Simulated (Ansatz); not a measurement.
# 1T-PbSSe monolayer in a perpendicular field

Wanted: the out-of-plane response of the 1T-PbSSe monolayer. A positive field points along +c.

Program: Ansatz 0.2.0. Level of theory: plane-wave DFT, PBE-D3(BJ), Ansatz PAW (set soft_1); PAW set soft_1. Results are calculated unless marked as measured.

Most raw output is cut from this account.

### 1. Starting point

The cell holds 3 atoms: 1 Se, 1 Pb and 1 S. Cell: a = 3.521 Å, b = 3.521 Å, c = 36.559 Å, α = 90.0°, β = 90.0°, γ = 120.0°. Vacuum lies along c.

Structure file:

```cif
data_structure
_symmetry_space_group_name_H-M 'P 1'
_symmetry_Int_Tables_number 1
_cell_length_a 3.5206
_cell_length_b 3.5206
_cell_length_c 36.5589
_cell_angle_alpha 90.000
_cell_angle_beta 90.000
_cell_angle_gamma 120.000
_cell_volume 392.42
loop_
_atom_site_label
_atom_site_type_symbol
_atom_site_fract_x
_atom_site_fract_y
_atom_site_fract_z
_atom_site_occupancy
Se1 Se 0.66667 0.33333 0.46227 1
Pb2 Pb 0.00000 0.00000 0.50366 1
S3 S 0.33333 0.66667 0.53773 1
```

### 2. Relaxation

The starting cell is a guess, so the in-plane lattice and the atoms are relaxed first, with the slab cut off from its images along the normal.

Input file input.yaml:

```yaml
crystal:
  lattice:
    - [3.520592, 0.0, 0.0]
    - [-1.760296, 3.0489221084, 0.0]
    - [0.0, 0.0, 36.5589195938]
  atoms:
    - { symbol: Se, position: [0.6666666667, 0.3333333333, 0.4622674901] }
    - { symbol: Pb, position: [0.0, 0.0, 0.5036569363] }
    - { symbol: S, position: [0.3333333333, 0.6666666667, 0.5377325099] }
  periodic: [true, true, false]
kpoints:
  mp_grid: { grid: [12, 12, 1] }
hamiltonian:
  xc: pbe
  dispersion: d3bj
  pseudopotentials: { kind: paw, azcp: { folder: soft_1 } }
scf:
  occupations: { method: fermi_dirac, width: 0.05 }
  convergence: { dr2_threshold: 1.0e-09 }
relax:
  f_tol: 0.004
  max_steps: 90
  cell: {}
output:
  write_potential: true
  write_density: true
  volumetric_format: npy
```

Run with:

```sh
ansatz run input.yaml --threads 2 --pin off --max-ram 3072MiB --backend cpu --events-out ev --progress --plain --runs-dir out
```

It took 80 s on 2 threads of Arm Neoverse V2, shared host; peak memory 0.7 GiB; 2.6 min of CPU time.

Step by step:

```csv
step,energy less that of the first step (eV),largest force component (eV/Å),volume (Å³)
1,0.0000,5.8571,392.42
2,-1.6008,2.2827,401.36
3,-2.2094,0.8173,440.91
4,-2.3338,0.2387,465.57
5,-2.3457,0.0386,474.60
6,-2.3459,0.0004,476.04
7*,-2.3489,0.0012,476.04
8,-2.3490,0.0011,476.79
9*,-2.3490,0.0011,476.79
```

Relaxation steps marked * repeat the geometry before them on a plane-wave basis chosen anew for their cell, so energy and pressure can jump there.

Forces are held to the 6 operations that the run works with; a distortion that breaks them can't arise in this run.

```csv
cell as run,before,after,change
a (Å),3.521,3.881,+10.2 %
b (Å),3.521,3.881,+10.2 %
```

The atoms that moved most (Å, along periodic axes as changes of fractional coordinates times the final cell, across vacuum about the mean position):

```csv
atom,dx,dy,dz,length
S3,0.000,0.000,0.255,0.255
Se1,0.000,0.000,-0.221,0.221
Pb2,0.000,0.000,-0.034,0.034
```

Final coordinates:

```xyz
3
Lattice="3.8806 0.0000 0.0000 -1.9403 3.3607 0.0000 0.0000 0.0000 36.5589" Properties=species:S:1:pos:R:3
Se    1.9403    1.1202   16.6789
Pb    0.0000    0.0000   18.3794
S     0.0000    2.2405   19.9138
```

This step gave:

```yaml
energy_at_zero_smearing: -18280.5879 eV
```

The lattice constant a goes from 3.521 to 3.881 Å.

### 3. Atoms held, field 0

A sawtooth potential applies the field, turning back in the middle of the vacuum. With the dipole correction the typed value is the field outside the slab. The induced dipole is small, so the SCF threshold is tight.

The cell differs from the one that the last finished run ended in (c 36.559 → 21.235 Å).

Input file input.yaml:

```yaml
crystal:
  lattice:
    - [3.8806043058, 0.0, 0.0]
    - [-1.9403021529, 3.3607019109, 0.0]
    - [0.0, 0.0, 21.2348545254]
  atoms:
    - { symbol: Se, position: [0.6666666667, 0.3333333333, 0.4238314884] }
    - { symbol: Pb, position: [0.0, 0.0, 0.5039116431] }
    - { symbol: S, position: [0.3333333333, 0.6666666667, 0.5761685116] }
kpoints:
  mp_grid: { grid: [18, 18, 1] }
  band_path:
    path: [[0, 0, 0], [0.5, 0, 0], [0.33333333, 0.33333333, 0], [0, 0, 0]]
    npoints: 16
hamiltonian:
  xc: pbe
  dispersion: d3bj
  pseudopotentials: { kind: paw, azcp: { folder: soft_1 } }
scf:
  occupations: { method: fermi_dirac, width: 0.02585 }
  convergence: { dr2_threshold: 1.0e-10 }
efield:
  axis: 3
  dipole_correction: true
  ramp_position: 0.97
  ramp_width: 0.06
  amplitude: 0
output:
  dos: { projected: true, e_range: [-6, 5] }
  write_potential: true
  write_density: true
  volumetric_format: npy
  elf: true
```

Elapsed: 17 s, on 2 threads; peak memory 0.6 GiB; 33 s of CPU time.

This step gave:

```
energy at zero smearing            : -18280.5896 eV
dipole along the normal            : -0.02579 e·Å
gap along the path                 : 0.1854 eV
smallest direct gap along the path : 0.5597 eV
step between the vacuum levels     : 0.3579 eV
ionisation energy, upper face      : 6.313 eV
electron affinity, upper face      : 6.128 eV
ionisation energy, lower face      : 5.955 eV
gap, the smaller of path and mesh  : 0.1854 eV
```

Running mean over a fixed 2.5 Å (it still follows the layers) of the planar mean; the ramp of the sawtooth is left out. Electron's electrostatic potential energy less the Fermi level against z:

```csv
z (Å),electron's electrostatic potential energy less the Fermi level (eV)
3.0,5.85
3.5,5.85
4.0,5.85
4.5,5.85
5.0,5.85
5.5,5.85
6.0,5.82
6.5,5.72
7.0,5.25
7.5,4.12
8.0,2.82
8.5,1.23
9.0,-0.810
9.5,-3.19
10.0,-4.81
10.5,-5.63
11.0,-6.06
11.5,-5.65
12.0,-3.45
12.5,-0.774
13.0,1.39
13.5,3.50
14.0,5.29
14.5,6.01
15.0,6.17
15.5,6.20
16.0,6.21
16.5,6.21
17.0,6.21
17.5,6.21
18.0,6.21
```

The density of states has structure finer than the step of the table below, so its rows give means over 0.25 eV, whole bins alone (the curve runs from -6 to 2.08 eV). Peaks (eV: height): -3.380: 5.06, -2.360: 6.19, -0.980: 8.56, -0.870: 6.91, -0.650: 5.25, 0.860: 8.02, 1.170: 3.93.

Density of states against energy, zero at the Fermi level of the run, which the smearing sets inside the gap; means over each step:

```csv
energy (eV),density of states (states/eV a cell)
-4.50,0
-4.25,0.257
-4.00,1.54
-3.75,2.19
-3.50,1.44
-3.25,1.73
-3.00,1.75
-2.75,2.07
-2.50,3.06
-2.25,3.64
-2.00,1.96
-1.75,1.52
-1.50,1.51
-1.25,2.94
-1.00,5.43
-0.75,3.85
-0.50,3.14
-0.25,1.56
0.00,0.138
0.25,0.860
0.50,1.13
0.75,2.53
1.00,2.62
1.25,0.926
1.50,0
```

Projected DOS per atom over height of the atomic layer and energy from the Fermi level. Layers: Se Pb S from below.

Ten even steps from '0' (0.00 states/eV) to '9' (2.35 states/eV), each cell a mean:
```
000
000
212
323
111
000
502
907
909
204
213
325
425
223
212
222
222
000
000
000
000
000
```
Columns: height of the atomic layer (Å) from 9 to 12.2 (not evenly spaced); rows upwards: energy from the Fermi level (eV) from -5.96 to 2.05.

The electronic bands at the labelled points (eV, zero at the Fermi level of the run, which the smearing sets inside the gap):

```csv
point,band 15,band 16,band 17,band 18,band 19,band 20,band 21,band 22
Γ,-0.97,-0.97,-0.10,-0.10,0.62,3.09,4.77,4.77
halfway,-1.89,-1.71,-1.02,-0.29,0.94,3.91,5.30,5.47
M,-2.36,-2.28,-0.86,-0.48,0.08,3.92,5.31,5.62
halfway,-2.98,-2.52,-0.98,-0.84,0.66,4.69,5.14,5.66
K,-3.36,-3.14,-1.05,-0.91,0.86,4.95,5.03,6.34
halfway,-2.72,-1.60,-1.03,-0.66,1.14,4.70,4.72,5.47
Γ,-0.97,-0.97,-0.10,-0.10,0.62,3.09,4.77,4.77
```

ELF in the ca plane at fractional y = 0.000, with atoms of Pb within 0.2 Å of it. It is the smooth field of the valence electrons, not physical close to the nuclei.

Ten even steps from '0' (0.00) to '9' (0.74), each cell a mean:
```
00000000000000012441024310000000000000000000
00000000000001123344444321100000000000000000
00000000000135665434433455421000000000000000
00000000001368998642235788863100000000000000
00000000002579999741126899975200000000000000
00000000002479999742125899974200000000000000
00000000001257887533334677642100000000000000
00000000000012344345543333210000000000000000
00000000000000012452134310000000000000000000
00000000000000012430014310000000000000000000
```
Columns run along c (16.0 Å, from fractional 0.16 to 0.92 of the cell), rows up along a (3.9 Å). Atoms in or near the plane, at fractional coordinates: Pb at (0.50, 0.00).

Valence density in the ca plane at fractional y = 0.000, with atoms of Pb within 0.2 Å of it. It is the smooth field of the valence electrons, not physical close to the nuclei.

Values in e/Å³, 6 rows by 16 columns, each cell a mean:
```
0.0 0.0 0.0 0.0 0.0 0.0 0.0 0.1 2.4 3.2 0.2 0.0 0.0 0.0 0.0 0.0
0.0 0.0 0.0 0.0 0.0 0.0 0.1 0.2 0.4 0.5 0.2 0.1 0.0 0.0 0.0 0.0
0.0 0.0 0.0 0.0 0.0 0.0 0.1 0.3 0.2 0.1 0.3 0.1 0.0 0.0 0.0 0.0
0.0 0.0 0.0 0.0 0.0 0.0 0.1 0.3 0.2 0.2 0.2 0.1 0.0 0.0 0.0 0.0
0.0 0.0 0.0 0.0 0.0 0.0 0.0 0.1 0.8 1.0 0.2 0.0 0.0 0.0 0.0 0.0
0.0 0.0 0.0 0.0 0.0 0.0 0.0 0.1 3.2 4.3 0.2 0.0 0.0 0.0 0.0 0.0
```
Columns run along c (16.0 Å, from fractional 0.09 to 0.84 of the cell), rows up along a (3.9 Å). Atoms in or near the plane, at fractional coordinates: Pb at (0.50, 0.00).

Electrostatic potential energy in the ca plane at fractional y = 0.000, with atoms of Pb within 0.2 Å of it. With pseudopotentials it is smooth inside the atoms' cores, unlike the true potential.

Ten even steps from '0' (-37 eV) to '9' (4 eV), each cell a mean:
```
99999999999999999999972000037999999999999999
99999999999999999999986100168999999999999999
99999999999999999999988655788999999999999999
99999999999999999998888888888899999999999999
99999999999999999988888999988889999999999999
99999999999999999998888988988899999999999999
99999999999999999999888877888999999999999999
99999999999999999999987422478999999999999999
99999999999999999999984000048999999999999999
99999999999999999999972000027999999999999999
```
Columns run along c (16.0 Å, from fractional 0.09 to 0.84 of the cell; values clipped at the 3rd and 97th percentile), rows up along a (3.9 Å). Atoms in or near the plane, at fractional coordinates: Pb at (0.50, 0.00).

The gap is 0.19 eV, with the valence edge 6.31 eV and the conduction edge 6.13 eV under the upper vacuum level. Spin-orbit coupling, left out in this run, matters for the bands of elements this heavy.

### 4. Single point, field 0.1 V/Å

Changes to input.yaml since step 3:

```diff
@@ -24,7 +24,6 @@
   dipole_correction: true
-  ramp_position: 0.97
-  ramp_width: 0.06
-  amplitude: 0
+  ramp_position: 0.9411
+  ramp_width: 0.1107
+  amplitude: 0.1
 output:
-  dos: { projected: true, e_range: [-6, 5] }
   write_potential: true
@@ -32,2 +31 @@
   volumetric_format: npy
-  elf: true
```

Elapsed: 17 s, on 2 threads; peak memory 0.57 GiB.

The dipole is 0.0119 e·Å, 0.0377 e·Å from its value without field, and the gap 0.190 eV.

### 5. Single point, field -0.1 V/Å

Changes to input.yaml since step 4:

```diff
@@ -26,3 +26,3 @@
   ramp_width: 0.1107
-  amplitude: 0.1
+  amplitude: -0.1
 output:
```

Run time: 17 s. Hardware: 2 threads; peak memory 0.58 GiB; 33 s of CPU time.

The dipole is -0.0635 e·Å, -0.0377 e·Å from its value without field, and the gap 0.181 eV.

### 6. Response, atoms held

This step: plane-wave DFT, PBE-D3(BJ), Ansatz PAW (set soft_1); response to a field along the normal, atoms held; PAW set soft_1 (Ansatz 0.2.0).

The dipoles give the slope, and the difference of two potentials shows where the field is screened.

Numbers from this step:

* equivalent conductor thickness p/(ε₀AE): 5.233 Å
* distance between the outer atoms: 3.235 Å

Dipole of the cell against applied field:

```csv
applied field (V/Å),dipole of the cell (e·Å)
-0.1000,-0.0635
0.0000,-0.0258
0.1000,0.0119
```

Local field over the applied field, running mean. From the potentials at -0.1 and 0.1 V/Å; running mean over 2.5 Å. The local field over applied field by z:

```csv
z (Å),local field over applied field
4.5,0.999
5.0,0.996
5.5,0.988
6.0,0.966
6.5,0.913
7.0,0.805
7.5,0.647
8.0,0.468
8.5,0.291
9.0,0.146
9.5,0.0673
10.0,0.0389
10.5,0.0289
11.0,0.0396
11.5,0.0705
12.0,0.138
12.5,0.264
13.0,0.435
13.5,0.614
14.0,0.778
14.5,0.898
15.0,0.961
15.5,0.986
16.0,0.996
16.5,0.999
17.0,1.000
```

Electrons, planar mean, per unit field. Table of induced electron density by z:

z (Å), induced electron density (e/Å³ per V/Å) and a bar from the least value:
```
     4.13    0.00000 ###############
     4.57    0.00001 ###############
     5.01    0.00002 ###############
     5.46    0.00005 ###############
     5.90    0.00013 ################
     6.34    0.00032 ################
     6.78    0.00075 ##################
     7.23    0.00164 ######################
     7.67    0.00297 ############################
     8.11    0.00350 ##############################
     8.55    0.00181 #######################
     9.00    0.00088 ###################
     9.44    0.00068 ##################
     9.88   -0.00051 #############
    10.32   -0.00057 #############
    10.91    0.00031 ################
    11.35    0.00052 #################
    11.80   -0.00065 ############
    12.24   -0.00107 ###########
    12.68   -0.00231 #####
    13.12   -0.00356 
    13.57   -0.00261 ####
    14.01   -0.00132 ##########
    14.45   -0.00057 #############
    14.89   -0.00023 ##############
    15.34   -0.00008 ###############
    15.78   -0.00003 ###############
    16.22   -0.00001 ###############
    16.66    0.00000 ###############
    17.11    0.00000 ###############
```

The smaller of the gaps on the path and on the k-mesh, counted as 0 under 0.03 eV. The gap by applied field:

```csv
applied field (V/Å),gap (eV)
-0.1000,0.181
0.0000,0.185
0.1000,0.190
```

By hand: between -0.1 and 0.1 V/Å the dipole changes by 0.07544 e·Å, a slope of 0.3772 e·Å²/V. A perfect conductor of thickness t has p = ε₀AEt, so t = 180.95 × 0.3772 / 13.042 = 5.23 Å (e/ε₀ = 180.95 V·Å, A in Å²).

The induced dipole is that of a conductor 5.23 Å thick.

### 7. Summary of results

| Item | Value |
| --- | --- |
| gap without field | 0.185 eV |
| ionisation energy, upper face | 6.31 eV |
| electron affinity, upper face | 6.13 eV |
| step between the vacuum levels | 0.358 eV |
| equivalent conductor thickness, atoms held | 5.23 Å |

What this shows: The induced dipole equals that of a perfect conductor 5.23 Å thick, while the outer atoms lie 3.23 Å apart; an out-of-plane ε follows only once a thickness t is chosen, by 1 − 1/ε = 5.23 Å / t. The two faces differ: the vacuum level above lies 0.36 eV higher than the one below. The gap stays within 0.01 eV of 0.19 eV over the fields run, up to 0.1 V/Å in size. Semilocal functionals give gaps that are too small, and excitons are not included. Spin-orbit coupling is left out, which matters for the bands of elements this heavy.

[Logs are printed without paths, hosts, clocks, repeated set-up lines and the standing remarks that a program may print on its own settings, such as how far it seeks lower states.]

[Hosts, paths, dates, database ids (printed as entryN), source tags and the programs' standing remarks are cut or masked in the printed files.]

[Maps of the electrostatic potential energy from Ansatz leave out the sawtooth potential of an applied field or a dipole correction, so their vacuum need not be flat; planar profiles and work functions include it.]

[The density of states shown here was stored with 400 of the rows of the run's finer table, so its peaks can read low, often by over a quarter, or be missed, and its means over a window can be off by a tenth or more.]
